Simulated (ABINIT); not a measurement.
# KCaF3 (Pm-3m): G0W0 with ABINIT, start to end

Aim: the G0W0 gap of KCaF3 (Pm-3m) on PBEsol, step by step.

Main program and level: ABINIT 10.8.3; PBEsol and many-body steps on it, plane waves.

Most raw output is cut from this account.

## 1. Starting point

It takes space group Pm-3m (No. 221, cubic). Conventional cell: a = 4.482 Å, b = 4.482 Å, c = 4.482 Å, α = 90.00°, β = 90.00°, γ = 90.00°. Nearest to K lie 12 F at 3.17 Å. Nearest to Ca lie 6 F at 2.24 Å. F has 2 Ca at 2.24 Å and 4 K at 3.17 Å nearest. Farther neighbours and most contacts between anions are not listed.

The cell and positions are those that the Materials Project relaxed with its own functionals (PBE, PBE+U or r2SCAN), kept fixed.

## 2. Ground state

This step: ABINIT 10.8.3; DFT, PBEsol, plane waves, norm-conserving pseudopotentials.

The ground-state density comes first.

The input, run.abi:

```
acell 3*1.0 Angstrom
rprim 
  4.481726000000 0.000000000000 0.000000000000
  0.000000000000 4.481726000000 0.000000000000
  0.000000000000 0.000000000000 4.481726000000
ntypat 3
znucl 19 20 9
natom 5
typat 1 2 3 3 3
xred 
  0.500000000000 0.500000000000 0.500000000000
  0.000000000000 0.000000000000 0.000000000000
  0.000000000000 0.500000000000 0.000000000000
  0.000000000000 0.000000000000 0.500000000000
  0.500000000000 0.000000000000 0.000000000000
pp_dirpath "pseudos"
pseudos "K.upf, Ca.upf, F.upf"
ecut 36
ngkpt 6 6 6
nshiftk 1
shiftk 0 0 0
kptopt 1
chksymbreak 0
nband 26
occopt 1
tolvrs 1e-10
nstep 60
prtwf 0
optforces 0
optstress 0
indata_prefix "in"
outdata_prefix "out"
tmpdata_prefix "tmp"
```

The run is started by

```bash
$ OMP_NUM_THREADS=1 mpirun -n 4 abinit run.abi > log
```

Wall time 83 s (4 MPI ranks of Intel Xeon Platinum 8259CL at 2.50GHz (Skylake/Cascade Lake), shared host); peak memory 0.41 GiB; 5.5 min of CPU time.

This step gave:

- total energy: -3882.7757 eV
- gap: 6.057 eV
- k of the valence top: 0.5, 0.5, 0.5
- k of the conduction bottom: 0, 0, 0
- least direct gap: 6.237 eV

The gap is indirect, with the least direct gap 0.18 eV higher.

## 3. Bands along the symmetry lines

The cheap functional maps the bands first; the places of the edges decide which points the dearer methods must see.

The input, run.abi:

```
acell 3*1.0 Angstrom
rprim 
  4.481726000000 0.000000000000 0.000000000000
  0.000000000000 4.481726000000 0.000000000000
  0.000000000000 0.000000000000 4.481726000000
ntypat 3
znucl 19 20 9
natom 5
typat 1 2 3 3 3
xred 
  0.500000000000 0.500000000000 0.500000000000
  0.000000000000 0.000000000000 0.000000000000
  0.000000000000 0.500000000000 0.000000000000
  0.000000000000 0.000000000000 0.500000000000
  0.500000000000 0.000000000000 0.000000000000
pp_dirpath "pseudos"
pseudos "K.upf, Ca.upf, F.upf"
ecut 36
iscf -2
irdden 1
kptopt 0
nkpt 50
kpt 
  0.00000000 0.00000000 0.00000000
  0.00000000 0.06250000 0.00000000
  0.00000000 0.12500000 0.00000000
  0.00000000 0.18750000 0.00000000
  0.00000000 0.25000000 0.00000000
  0.00000000 0.31250000 0.00000000
  0.00000000 0.37500000 0.00000000
  0.00000000 0.43750000 0.00000000
  0.00000000 0.50000000 0.00000000
  0.06250000 0.50000000 0.00000000
  0.12500000 0.50000000 0.00000000
  0.18750000 0.50000000 0.00000000
  0.25000000 0.50000000 0.00000000
  0.31250000 0.50000000 0.00000000
  0.37500000 0.50000000 0.00000000
  0.43750000 0.50000000 0.00000000
  0.50000000 0.50000000 0.00000000
  0.43750000 0.43750000 0.00000000
  0.37500000 0.37500000 0.00000000
  0.31250000 0.31250000 0.00000000
  0.25000000 0.25000000 0.00000000
  0.18750000 0.18750000 0.00000000
  0.12500000 0.12500000 0.00000000
  0.06250000 0.06250000 0.00000000
  0.00000000 0.00000000 0.00000000
  0.06250000 0.06250000 0.06250000
  0.12500000 0.12500000 0.12500000
  0.18750000 0.18750000 0.18750000
  0.25000000 0.25000000 0.25000000
  0.31250000 0.31250000 0.31250000
  0.37500000 0.37500000 0.37500000
  0.43750000 0.43750000 0.43750000
  0.50000000 0.50000000 0.50000000
  0.43750000 0.50000000 0.43750000
  0.37500000 0.50000000 0.37500000
  0.31250000 0.50000000 0.31250000
  0.25000000 0.50000000 0.25000000
  0.18750000 0.50000000 0.18750000
  0.12500000 0.50000000 0.12500000
  0.06250000 0.50000000 0.06250000
  0.00000000 0.50000000 0.00000000
  0.50000000 0.50000000 0.50000000
  0.50000000 0.50000000 0.43750000
  0.50000000 0.50000000 0.37500000
  0.50000000 0.50000000 0.31250000
  0.50000000 0.50000000 0.25000000
  0.50000000 0.50000000 0.18750000
  0.50000000 0.50000000 0.12500000
  0.50000000 0.50000000 0.06250000
  0.50000000 0.50000000 0.00000000
istwfk *1
nband 27
nbdbuf 2
tolwfr 1e-08
nstep 40
prtwf 0
prtvol 0
indata_prefix "in"
outdata_prefix "out"
tmpdata_prefix "tmp"
```

Run time: 2 min. Hardware: 4 MPI ranks; peak memory 0.43 GiB; 8.2 min of CPU time.

This step gave:

```
gap                        : 6.057 eV
k of the valence top       : 0.5, 0.5, 0.5
k of the conduction bottom : 0, 0, 0
least direct gap           : 6.237 eV
```

The gap is 6.057 eV, as in the run before at this level.

Electronic bands along the path, in eV, zero at the top of the highest filled band:

```
    point  band 17  band 18  band 19  band 20  band 21  band 22  band 23  band 24
        Γ    -0.38    -0.18    -0.18    -0.18     6.06     8.83     8.83     8.83
  halfway    -0.47    -0.44    -0.22    -0.22     6.80     8.99     9.18     9.18
        X    -0.62    -0.50    -0.25    -0.25     8.14     8.72     9.18     9.61
  halfway    -0.60    -0.49    -0.36    -0.16     8.62     9.08     9.30     9.49
        M    -0.56    -0.56    -0.50    -0.01     9.10     9.40     9.40     9.42
  halfway    -0.53    -0.47    -0.30    -0.23     7.44     9.12     9.38     9.40
        Γ    -0.38    -0.18    -0.18    -0.18     6.06     8.83     8.83     8.83
  halfway    -0.84    -0.27    -0.27    -0.19     7.98     9.40     9.40     9.48
        R    -1.26     0.00     0.00     0.00     9.66     9.66     9.66     9.97
  halfway    -0.85    -0.25    -0.21    -0.13     9.01     9.21     9.61     9.66
        X    -0.62    -0.50    -0.25    -0.25     8.14     8.72     9.18     9.61
jump to R    -1.26     0.00     0.00     0.00     9.66     9.66     9.66     9.97
  halfway    -0.96    -0.17    -0.17     0.00     9.43     9.55     9.55     9.59
        M    -0.56    -0.56    -0.50    -0.01     9.10     9.40     9.40     9.42
```

## 4. Empty states on the mesh, 2×2×2 mesh, 85 bands

The sums over transitions need many empty states on a uniform mesh; this step solves for them.

The input, run.abi:

```
acell 3*1.0 Angstrom
rprim 
  4.481726000000 0.000000000000 0.000000000000
  0.000000000000 4.481726000000 0.000000000000
  0.000000000000 0.000000000000 4.481726000000
ntypat 3
znucl 19 20 9
natom 5
typat 1 2 3 3 3
xred 
  0.500000000000 0.500000000000 0.500000000000
  0.000000000000 0.000000000000 0.000000000000
  0.000000000000 0.500000000000 0.000000000000
  0.000000000000 0.000000000000 0.500000000000
  0.500000000000 0.000000000000 0.000000000000
pp_dirpath "pseudos"
pseudos "K.upf, Ca.upf, F.upf"
ecut 36
ngkpt 2 2 2
nshiftk 1
shiftk 0 0 0
kptopt 1
chksymbreak 0
iscf -2
irdden 1
istwfk *1
nband 85
nbdbuf 6
tolwfr 1e-09
nstep 60
prtvol 0
indata_prefix "in"
outdata_prefix "out"
tmpdata_prefix "tmp"
```

The job ended after 38 s (4 MPI ranks; peak memory 0.36 GiB; 2.5 min of CPU time).

This step gave:

* gap: 6.057 eV
* k of the valence top: 0.5, 0.5, 0.5
* k of the conduction bottom: 0, 0, 0
* least direct gap: 6.237 eV
* k points computed: 4
* lowest point of the top converged band, above the valence top: 41.23 eV

On this mesh the gap is 6.057 eV.

## 5. Screening, 2×2×2 mesh, 79 bands, screening to 106.1 eV

The RPA dielectric matrix is built and inverted for each q.

This step: RPA screening on PBEsol, plane waves, norm-conserving pseudopotentials.

Changes to run.abi since step 4:

```diff
@@ -23,10 +23,11 @@
 chksymbreak 0
-iscf -2
-irdden 1
 istwfk *1
-nband 85
-nbdbuf 6
-tolwfr 1e-09
-nstep 60
-prtvol 0
+occopt 1
+irdwfk 1
+optdriver 3
+nband 79
+ecuteps 3.9
+inclvkb 2
+awtr 1
+symchi 1
 indata_prefix "in"
```

Wall time 30 s (4 MPI ranks); peak memory 0.86 GiB.

Numbers from this step:

```
ε∞ with local fields, on this mesh, along the program's q direction : 2.001
the same without local fields                                       : 2.159
plasma frequency                                                    : 24.75 eV
plane waves in the screening matrix                                 : 251
```

Local fields lower ε∞ by 7 %. On a Γ-centred mesh this coarse the value itself is usually too large, while a short band sum pulls it down.

## 6. Self-energy, 2×2×2 mesh, 79 bands, screening to 106.1 eV

The self-energy is evaluated for the states that the input lists, and the levels follow from it, in one-shot runs by the linearised quasiparticle equation.

This step: G0W0 on PBEsol, plane waves, norm-conserving pseudopotentials.

Changes to run.abi since step 5:

```diff
@@ -26,8 +26,17 @@
 irdwfk 1
-optdriver 3
+optdriver 4
 nband 79
+gwcalctyp 0
+ecutsigx 36
+symsigma 1
+nkptgw 2
+kptgw 
+  0.5000000000 0.5000000000 0.5000000000
+  0.0000000000 0.0000000000 0.0000000000
+bdgw 
+  18 23
+  18 24
 ecuteps 3.9
-inclvkb 2
-awtr 1
-symchi 1
+irdscr 1
+ppmodel 1
 indata_prefix "in"
```

It took 19 s on 4 MPI ranks; peak memory 0.79 GiB.

This step gave:

```yaml
g0w0_gap_on_the_points_computed: 9.529 eV
starting_gap_on_the_mesh: 6.057 eV
k_of_the_valence_top: 0.5, 0.5, 0.5
k_of_the_conduction_bottom: 0, 0, 0
z_at_the_valence_top: 0.806
z_at_the_conduction_bottom: 0.899
least_direct_g0w0_gap_on_the_computed_points: 9.739 eV
```

The gap on the mesh goes from 6.06 eV to 9.53 eV, a correction of +3.47 eV.

Limits: finite bands, cutoff and mesh; coarse k mesh. v1 is the top filled band, c1 the lowest empty one. The levels before and after the correction (eV, zero at the valence-band top of each column):

```
           conduction bottom  valence top
Kohn-Sham               6.06         0.00
     G0W0               9.53         0.00
```

```
                         level  energy (eV)
Kohn-Sham  (0.5 0.5 0.5) v3-v1        0.000
Kohn-Sham  (0.5 0.5 0.5) c1-c3        9.665
Kohn-Sham              Γ v3-v1       -0.180
Kohn-Sham                 Γ c1        6.057
Kohn-Sham              Γ c2-c4        8.828
     G0W0  (0.5 0.5 0.5) v3-v1        0.000
     G0W0  (0.5 0.5 0.5) c1-c3       14.220
     G0W0              Γ v3-v1       -0.210
     G0W0                 Γ c1        9.529
     G0W0              Γ c2-c4       14.251
```

## 7. Where the time went

Times are wall times on 4 MPI ranks of Intel Xeon Platinum 8259CL at 2.50GHz (Skylake/Cascade Lake), shared host, good to a factor of about two.

```
                          step   time  share  memory (GiB)
                  ground state   83 s   28 %          0.41
bands along the symmetry lines  2 min   42 %          0.43
      empty states on the mesh   38 s   13 %          0.36
                     screening   30 s   10 %          0.86
                   self-energy   19 s    6 %          0.79
```

## 8. What came out

```yaml
pbesol_gap: 6.06 eV, indirect
g0w0_gap_on_the_mesh: 9.53 eV
gw_settings: 2×2×2 mesh, 79 bands, screening to 106.1 eV, Godby-Needs plasmon pole
known_limits: not at the basis limit; coarse k mesh
```

In words: G0W0 moves the gap on the mesh from 6.06 eV to 9.53 eV (+3.47 eV), with Z of 0.81 and 0.90 at the edges. Local fields lower the RPA ε∞ on this mesh from 2.16 to 2.00; a Γ-centred mesh this coarse tends to raise both, most where the direct gap is narrow, while a short band sum lowers them. Only 2 of the mesh's irreducible points were corrected, so a valley elsewhere could overtake. Bands and cutoff are finite, so the gap is not at the basis limit. The miss can reach some tenths of an eV and take either sign; the mesh is an error of its own. In the G0W0 run levels were corrected at 2 k points alone, so a gap called «on the mesh» is the least over those, and an edge elsewhere would be missed. The 2×2×2 mesh is coarse for this cell, which bears on the long-range parts of exchange and screening. This is the ideal cubic cell; many perovskites, halides above all, are cubic only on average, and local tilts or off-centring can widen the gap.

[Paths, hosts, dates, memory and timing lines, banners, echoed tables and standing remarks are left out of the program output.]

[Logs are printed without paths, hosts, clocks, repeated set-up lines and the standing remarks that a program may print on its own settings, such as how far it seeks lower states.]

[Runs of the session that timed out or met a known fault of the program may be left out.]

[Hosts, paths, dates, database ids (printed as entryN), source tags and the programs' standing remarks are cut or masked in the printed files.]

[G0W0 gaps are taken among the corrected bands and points alone; a level outside them can change the order at an edge.]

[Where Ansatz stands beside ABINIT at settings called matched, ABINIT's density can come from a denser mesh and the files from another edition; pairs whose starting gaps differed by over 0.03 eV were left out, so agreement reads better than it is.]
